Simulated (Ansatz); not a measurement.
# Tc of Tl (P6_3/mmc) from its phonons, part 2 of 2

What Tc do the phonons of Tl (P6_3/mmc) give, and how does it depend on μ*? The cell shown first is a relaxed one, from steps not shown here.

Ansatz 0.2.0; DFT PBE, scalar-relativistic, plane waves, PAW.

So far, log mean phonon energy ħω_log (meV): step 2 (electron–phonon run: q 3×3×2, k 12×12×6, scattering 18×18×12) 3.85.

## 3. Electron–phonon run: q 3×3×2, k 18×18×10, scattering 24×24×12

The next rung changes the k mesh of the density and its response; the scattering mesh, which samples the Fermi surface.

File input.yaml:

```yaml
crystal:
  lattice:
    - [3.5706992974, 0.0, 0.0]
    - [-1.7853496487, 3.0923163008, 0.0]
    - [0.0, 0.0, 5.6710929796]
  atoms:
    - { symbol: Tl, position: [0.3333333333, 0.6666666667, 0.25] }
    - { symbol: Tl, position: [0.6666666667, 0.3333333333, 0.75] }
kpoints:
  mp_grid: { grid: [18, 18, 10] }
hamiltonian:
  xc: pbe
scf:
  occupations: { method: methfessel_paxton, width: 0.2 }
output:
  eigenvalues: true
phonons:
  method: dfpt
  qmesh: [3, 3, 2]
  temperatures: { t_max: 1000, t_step: 50 }
  qpath:
    path:
      - [[0.0, 0.0, 0.0], [0.5, 0.0, 0.0], [0.33333333, 0.33333333, 0.0], [0.0, 0.0, 0.0], [0.0, 0.0, 0.5], [0.5, 0.0, 0.5], [0.33333333, 0.33333333, 0.5], [0.0, 0.0, 0.5]]
      - [[0.5, 0.0, 0.5], [0.5, 0.0, 0.0]]
    npoints: 6
  electrical_resistivity:
    mesh: [24, 24, 12]
    temperatures: [20.0, 50.0, 80.0, 100.0, 150.0, 200.0, 273.0, 300.0, 400.0, 500.0, 600.0, 800.0]
  superconductivity: { mesh: [24, 24, 12] }
```

Launch:

```sh
ansatz run input.yaml --threads 16 --pin off --max-ram 122880MiB --backend cuda --events-out ev --progress --plain --runs-dir out
```

Numbers of over 12 decimals in the logs are rounded to 6 here.

The program printed:

```text
[...]
Crystal: 2 atoms, lattice volume = 62.619 Å³
Basis set: ecut = 420 eV, 1213 PW (Γ), exchange–correlation on 48×48×80 points (8 copies of the dense FFT grid, shifted against one another)
Bands: 17, of which v1, the nominal top of the filled ones, is band 13 counted from 1 (12 counted from 0)
Symmetry: 24 space group operations
k-points: 222 of 3240
[...]
SCF iter   1: F=—  HF=-22888.304326 eV  |F-HF|=—  |Δ(HF+E_count)|=         —  Δρ=6.02e-4  dr2=2.67e-4  ethr=1.77e-3  ⟨swp⟩=5.0  Hψ=17452  notcnv=0
[...]
SCF iter   2: F=—  HF=-22888.304627 eV  |F-HF|=—  |Δ(HF+E_count)|=   3.01e-4  S|Δr|=    0.00e0  Δρ=3.88e-4  dr2=1.26e-4  ethr=1.03e-6  ⟨swp⟩=2.0  Hψ=7808  notcnv=0
[...]
SCF iter   8: F=-22888.304751 eV  HF=-22888.304751 eV  |F-HF|=3.64e-12  |Δ(HF+E_count)|=  3.27e-11  S|Δr|=    0.00e0  Δρ=1.26e-7  dr2=7.13e-12  ethr=1.00e-12  ⟨swp⟩=4.0  Hψ=17188  notcnv=0
SCF 1 converged in 8 iterations: F = -22888.304751 eV  dr2 = 7.13e-12
[...]
NSCF: frozen V_eff on 222 k-points, pencils in batches of 32, up to order 68
[...]
NSCF: frozen V_eff on 222 k-points
[...]
SCF iter   1: F=—  HF=-22888.304326 eV  |F-HF|=—  |Δ(HF+E_count)|=         —  Δρ=6.02e-4  dr2=2.67e-4  ethr=1.77e-3  ⟨swp⟩=5.0  Hψ=17452  notcnv=0
[...]
SCF iter   4: F=—  HF=-22888.304656 eV  |F-HF|=—  |Δ(HF+E_count)|=   4.36e-5  S|Δr|=    0.00e0  Δρ=3.05e-5  dr2=5.41e-7  ethr=3.41e-8  ⟨swp⟩=2.3  Hψ=5243  notcnv=0
[...]
SCF 2 converged in 8 iterations: F = -22888.304751 eV  dr2 = 7.17e-12
[...]
SCF converged after 8 iterations
[...]
vibrations of 18 cells: unjudged by the run; compare a larger repeat
[...]
--- Superconductivity: potentials and phonons of a 3×3×2 supercell ---
           mesh         λ    ħω_log (meV)  μ* declared at (meV)
       24×24×12    1.0256           3.857                4.641
        12×12×6    1.0825           3.893                4.659
          6×6×3    1.0912           3.945                4.710
  λ by the species' shares of the modes' patterns: Tl 1.0256
[...]
0.08      3.541         3.810         3.692         3.692         3.736         3.736          3.736
      0.10      3.239         3.462         3.306         3.305         3.351         3.351          3.351
      0.12      2.941         3.126         2.937         2.937         2.984         2.984          2.984
      0.13      2.794         2.963         2.760         2.760         2.808         2.808          2.808
      0.14      2.650         2.802         2.588         2.588         2.636         2.637          2.637
      0.16      2.366         2.492         2.260         2.260         2.309         2.309          2.309
      0.20      1.827         1.911         1.668         1.668         1.719         1.719          1.719
[...]
vibrations of 18 cells: unjudged by the run; compare a larger repeat
[...]
```

Run time: 75 s. Hardware: 1 × NVIDIA GB200 with 16 threads of Arm Neoverse V2, shared host; peak memory 4.3 GiB.

Numbers from this step:

* zero-point energy: 0.01559 eV/cell
* highest frequency, solved or plainly interpolated: 78.2 cm⁻¹
* Debye temperature (second moment): 84 K
* resistivity at 300 K: 20.68 μΩ cm, mean of the axes
* coupling constant λ: 1.026
* density of states at the Fermi level: 0.4424 states/eV a spin and cell
* log mean phonon energy ħω_log: 3.857 meV
* transport coupling constant λ_tr: 0.8694, 0.8694, 0.8814 (xx, yy, zz)
* Drude plasma energy: 6.782, 6.782, 7.966 eV (xx, yy, zz)
* resistivity times mean free path: 13, 13, 9.525 × 10⁻¹⁶ Ω m² (xx, yy, zz)
* second-moment phonon energy ħω₂: 4.641 meV
* coupling λ by branch: 0.318, 0.228, 0.156, 0.142, 0.103, 0.0788 (branches by rank of frequency)

Transition temperatures:

```
  μ*  McMillan Tc (K)  Allen–Dynes Tc (K)  isotropic Fermi-surface Tc (K)  isotropic full bandwidth Tc (K)  anisotropic Fermi-surface Tc (K)  anisotropic full bandwidth Tc (K)  anisotropic narrow window Tc (K)
0.08             3.54                3.81                            3.69                             3.69                              3.74                               3.74                              3.74
 0.1             3.24                3.46                            3.31                             3.31                              3.35                               3.35                              3.35
0.12             2.94                3.13                            2.94                             2.94                              2.98                               2.98                              2.98
0.13             2.79                2.96                            2.76                             2.76                              2.81                               2.81                              2.81
0.14             2.65                 2.8                            2.59                             2.59                              2.64                               2.64                              2.64
0.16             2.37                2.49                            2.26                             2.26                              2.31                               2.31                              2.31
 0.2             1.83                1.91                            1.67                             1.67                              1.72                               1.72                              1.72
```

For the log mean phonon energy ħω_log, step 2 gave 3.85 meV; this run, with k-mesh 18×18×10 and scattering mesh 24×24×12, gives 3.86 meV.

## 4. Electron–phonon run: q 6×6×3, k 18×18×9, scattering 36×36×20

The next rung changes the q mesh, which sets the reach of the force constants and couplings; the k mesh of the density and its response; the scattering mesh, which samples the Fermi surface.

input.yaml, the sections that differ from step 3:

```yaml
kpoints:
  mp_grid: { grid: [18, 18, 9] }
phonons:
  method: dfpt
  qmesh: [6, 6, 3]
  temperatures: { t_max: 1000, t_step: 50 }
  qpath:
    path:
      - [[0.0, 0.0, 0.0], [0.5, 0.0, 0.0], [0.33333333, 0.33333333, 0.0], [0.0, 0.0, 0.0], [0.0, 0.0, 0.5], [0.5, 0.0, 0.5], [0.33333333, 0.33333333, 0.5], [0.0, 0.0, 0.5]]
      - [[0.5, 0.0, 0.5], [0.5, 0.0, 0.0]]
    npoints: 6
  electrical_resistivity:
    mesh: [36, 36, 20]
    temperatures: [20.0, 50.0, 80.0, 100.0, 150.0, 200.0, 273.0, 300.0, 400.0, 500.0, 600.0, 800.0]
  superconductivity: { mesh: [36, 36, 20] }
# crystal, hamiltonian, scf, output: as in step 3
```

The program printed:

```text
[...]
Crystal: 2 atoms, lattice volume = 62.619 Å³
Basis set: ecut = 420 eV, 1213 PW (Γ), exchange–correlation on 48×48×80 points (8 copies of the dense FFT grid, shifted against one another)
Bands: 17, of which v1, the nominal top of the filled ones, is band 13 counted from 1 (12 counted from 0)
Symmetry: 24 space group operations
k-points: 185 of 2916
[...]
SCF iter   1: F=—  HF=-22888.301367 eV  |F-HF|=—  |Δ(HF+E_count)|=         —  Δρ=5.92e-4  dr2=2.59e-4  ethr=1.77e-3  ⟨swp⟩=4.9  Hψ=14101  notcnv=0
[...]
SCF iter   2: F=—  HF=-22888.302021 eV  |F-HF|=—  |Δ(HF+E_count)|=   6.54e-4  S|Δr|=    0.00e0  Δρ=3.84e-4  dr2=1.22e-4  ethr=9.97e-7  ⟨swp⟩=2.0  Hψ=6817  notcnv=0
[...]
SCF iter   8: F=-22888.302141 eV  HF=-22888.302141 eV  |F-HF|=3.64e-12  |Δ(HF+E_count)|=  2.18e-11  S|Δr|=    0.00e0  Δρ=1.18e-7  dr2=8.00e-12  ethr=1.00e-12  ⟨swp⟩=3.6  Hψ=14487  notcnv=0
SCF 1 converged in 8 iterations: F = -22888.302141 eV  dr2 = 8.00e-12
[...]
SCF 2 converged in 8 iterations: F = -22888.302141 eV  dr2 = 8.05e-12
[...]
SCF converged after 8 iterations
[...]
not converged in the mesh (the resistivity at 20 K by 3.61 %; the resistivity at 50 K by 3.75 %; the resistivity at 80 K by 3.77 %; the resistivity at 100 K by 3.76 %; the resistivity at 150 K by 3.72 %; the resistivity at 200 K by 3.67 %; the resistivity at 273 K by 3.58 %; the resistivity at 300 K by 3.55 %; the resistivity at 400 K by 3.43 %; the resistivity at 500 K by 3.32 %; the resistivity at 600 K by 3.21 % [...]
  vibrations of 108 cells: unjudged by the run; compare a larger repeat
[...]
--- Superconductivity: potentials and phonons of a 6×6×3 supercell ---
           mesh         λ    ħω_log (meV)  μ* declared at (meV)
       36×36×20    1.0538           3.796                4.613
       18×18×10    1.0499           3.802                4.611
          9×9×5    1.1369           3.797                4.618
  λ by the species' shares of the modes' patterns: Tl 1.0538
[...]
0.08      3.615         3.904         3.793         3.792         3.832         3.832          3.832
      0.10      3.316         3.557         3.405         3.404         3.446         3.446          3.446
      0.12      3.022         3.222         3.035         3.035         3.078         3.078          3.078
      0.13      2.877         3.059         2.857         2.857         2.901         2.901          2.901
      0.14      2.733         2.899         2.684         2.684         2.729         2.728          2.728
      0.16      2.452         2.588         2.353         2.353         2.399         2.399          2.399
      0.20      1.914         2.006         1.755         1.755         1.803         1.802          1.802
[...]
converged in the mesh: between neighbouring meshes, the two finest first, λ moves by 0.37 % and 8.29 % and the anisotropic transition temperature over the full bandwidth at μ* = 0.13 by 0.65 % and 15.06 %; converged means that the two finest part by at most 2.00 % and 5.00 %
  vibrations of 108 cells: unjudged by the run; compare a larger repeat
[...]
```

It took 5.3 min on 1 × NVIDIA GB200 with 16 threads; peak memory 16 GiB; 57 min of CPU time.

This step gave:

| Quantity | Value |
| --- | --- |
| zero-point energy | 0.01563 eV/cell |
| highest frequency, solved or plainly interpolated | 77.7 cm⁻¹ |
| resistivity at 300 K | 21.33 μΩ cm, mean of the axes |
| coupling constant λ | 1.054 |
| density of states at the Fermi level | 0.447 states/eV a spin and cell |
| log mean phonon energy ħω_log | 3.796 meV |
| transport coupling constant λ_tr | 0.8956, 0.8956, 0.904 (xx, yy, zz) |
| Drude plasma energy | 6.723, 6.723, 8.057 eV (xx, yy, zz) |
| resistivity times mean free path | 13.23, 13.23, 9.198 × 10⁻¹⁶ Ω m² (xx, yy, zz) |
| second-moment phonon energy ħω₂ | 4.613 meV |
| coupling λ by branch | 0.335, 0.236, 0.157, 0.143, 0.104, 0.0791 (branches by rank of frequency) |

Transition temperatures:

```
  μ*  McMillan Tc (K)  Allen–Dynes Tc (K)  isotropic Fermi-surface Tc (K)  isotropic full bandwidth Tc (K)  anisotropic Fermi-surface Tc (K)  anisotropic full bandwidth Tc (K)  anisotropic narrow window Tc (K)
0.08             3.62                 3.9                            3.79                             3.79                              3.83                               3.83                              3.83
 0.1             3.32                3.56                             3.4                              3.4                              3.45                               3.45                              3.45
0.12             3.02                3.22                            3.03                             3.03                              3.08                               3.08                              3.08
0.13             2.88                3.06                            2.86                             2.86                               2.9                                2.9                               2.9
0.14             2.73                 2.9                            2.68                             2.68                              2.73                               2.73                              2.73
0.16             2.45                2.59                            2.35                             2.35                               2.4                                2.4                               2.4
 0.2             1.91                2.01                            1.76                             1.75                               1.8                                1.8                               1.8
```

The Eliashberg function α²F has structure finer than the step of the table below, so its rows give means over 0.5 meV, whole bins alone (the curve runs from 0.038 to 9.6 meV). Peaks (meV: height): α²F 3.12: 0.698, 8.09: 0.517; α²F tr 3.05: 0.686, 8.09: 0.455.

The Eliashberg function α²F by phonon energy; means over each step:

```
phonon energy (meV)      α²F   α²F tr
                0.5  0.00459  0.00128
                1.0   0.0163  0.00731
                1.5   0.0434   0.0264
                2.0    0.110   0.0830
                2.5    0.227    0.205
                3.0    0.542    0.527
                3.5    0.574    0.499
                4.0    0.412    0.345
                4.5    0.336    0.292
                5.0    0.323    0.280
                5.5    0.294    0.249
                6.0    0.234    0.190
                6.5    0.229    0.191
                7.0    0.191    0.163
                7.5    0.266    0.230
                8.0    0.412    0.359
                8.5    0.210    0.152
                9.0   0.0190   0.0104
```

Anisotropic full-bandwidth solution, weighted at the Fermi level. Gaps:

```
 mu*  T (K)  mean gap (meV)  5 % (meV)  95 % (meV)  mean Z
 0.1  0.861            0.58      0.536        0.66    2.01
 0.1   1.72           0.558      0.515       0.634    2.01
 0.1   2.58           0.458      0.423       0.519    2.02
 0.1    3.1           0.313       0.29       0.354    2.04
0.13  0.725           0.479      0.438       0.549    2.02
0.13   1.45            0.46      0.422       0.528    2.02
0.13   2.18           0.377      0.345       0.431    2.03
0.13   2.61           0.257      0.236       0.294    2.04
0.16    0.6           0.388      0.352       0.449    2.03
0.16    1.2           0.372      0.338       0.431    2.03
0.16    1.8           0.304      0.277       0.352    2.04
0.16   2.16           0.208      0.189        0.24    2.05
```

dTc/da2F against phonon energy:

```
phonon energy (meV)  dTc/da2F (K/meV)
               0.25                 -
               0.50              1.69
               0.75              2.30
               1.00              2.72
               1.25              2.99
               1.50              3.12
               1.75              3.18
               2.00              3.18
               2.25              3.15
               2.50              3.09
               2.75              3.02
               3.00              2.94
               3.25              2.86
               3.50              2.78
               3.75              2.69
               4.00              2.61
               4.25              2.53
               4.50              2.45
               4.75              2.38
               5.00              2.31
               5.25              2.24
               5.50              2.17
               5.75              2.11
               6.00              2.05
               6.25              1.99
               6.50              1.93
               6.75              1.88
               7.00              1.83
               7.25              1.77
               7.50              1.73
               7.75              1.69
               8.00              1.64
               8.25              1.60
               8.50              1.56
               8.75              1.52
               9.00              1.48
               9.25              1.45
               9.50              1.41
```

The share of the Fermi-level states by lambda of a state:

```
lambda of a state  share of the Fermi-level states
            0.815                                0
            0.847                           3.0e-4
            0.880                           0.0083
            0.912                            0.110
            0.944                            0.180
            0.977                           0.0972
            1.010                            0.109
            1.040                           0.0806
            1.070                           0.0652
            1.110                           0.0576
            1.140                           0.0784
            1.170                           0.0712
            1.200                           0.0366
            1.240                            0.029
            1.270                           0.0278
            1.300                             0.01
            1.330                           0.0181
            1.370                           0.0136
            1.400                           0.0057
            1.430                           0.0015
            1.460                           1.0e-4
            1.490                                0
            1.530                                0
            1.560                                0
```

## 5. Outcome

| Item | Value |
| --- | --- |
| meshes | q 6×6×3, k 18×18×9, scattering 36×36×20 |
| coupling constant λ | 1.05 |
| log mean phonon energy ħω_log | 3.80 meV |
| Allen–Dynes Tc at μ* = 0.1 | 3.56 K |
| Allen–Dynes Tc at μ* = 0.13 | 3.06 K |
| anisotropic Eliashberg Tc at μ* = 0.1 | 3.45 K |
| anisotropic Eliashberg Tc at μ* = 0.13 | 2.9 K |

In the last run (PBE, q 6×6×3, k 18×18×9, scattering 36×36×20), with λ = 1.1 and ħω_log = 3.80 meV, Tc at μ* = 0.13 is 2.9 K by McMillan's formula, 3.1 K by Allen and Dynes's and 2.9 K by the anisotropic Eliashberg equations. Allen and Dynes's formula meets the measured 2.39 K at μ* near 0.17. Raising μ* from 0.10 to 0.16 lowers the Allen–Dynes value from 3.6 to 2.6 K. The mean gap at a quarter of Tc gives 2Δ/k_B Tc = 3.83, against 3.53 in weak-coupling theory. The run's transport test calls it not converged in the mesh; ρ(300 K) moves by 4 % in the component that moves most. λ of these runs moves by 0 to 9 % between their two finest meshes, and Tc by more, so small gaps between the runs or to the measured value rank nothing. Over the runs, λ takes the values 1.03, 1.03 and 1.05, in the order shown. No spin–orbit coupling, which matters for Tl.  μ* is a typed number, phonons are harmonic, and spin fluctuations are left out; at μ* = 0.13 McMillan's formula turns 1 % in λ into about 1.6 % in Tc.

Comparison with the measured values:

| quantity | measured | Allen–Dynes, PBE, q 3×3×2, fine 18×18×12 | Eliashberg, PBE, q 3×3×2, fine 18×18×12 | Allen–Dynes, PBE, q 3×3×2, fine 24×24×12 | Eliashberg, PBE, q 3×3×2, fine 24×24×12 | Allen–Dynes, PBE, q 6×6×3, fine 36×36×20 | Eliashberg, PBE, q 6×6×3, fine 36×36×20 |
| --- | --- | --- | --- | --- | --- | --- | --- |
| superconducting transition temperature (μ* = 0.13) (kelvin) | 2.39 | 2.98 (+24.7 %) | 2.83 (+18.4 %) | 2.96 (+23.8 %) | 2.81 (+17.6 %) | 3.06 (+28.0 %) | 2.90 (+21.3 %) |

Measured values from Wikipedia's table of superconducting elements, as read in December (2026).

**Verdict.** For the superconducting transition temperature, of the levels listed nearest comes Eliashberg, PBE, q 3×3×2, fine 24×24×12 (+17.6 %, fair agreement) and farthest Allen–Dynes, PBE, q 6×6×3, fine 36×36×20 (+28.0 %, a clear miss). Limits of convergence are named above.

[Logs are printed without paths, hosts, clocks, repeated set-up lines and the standing remarks that a program may print on its own settings, such as how far it seeks lower states.]

[Hosts, paths, dates, database ids (printed as entryN), source tags and the programs' standing remarks are cut or masked in the printed files.]
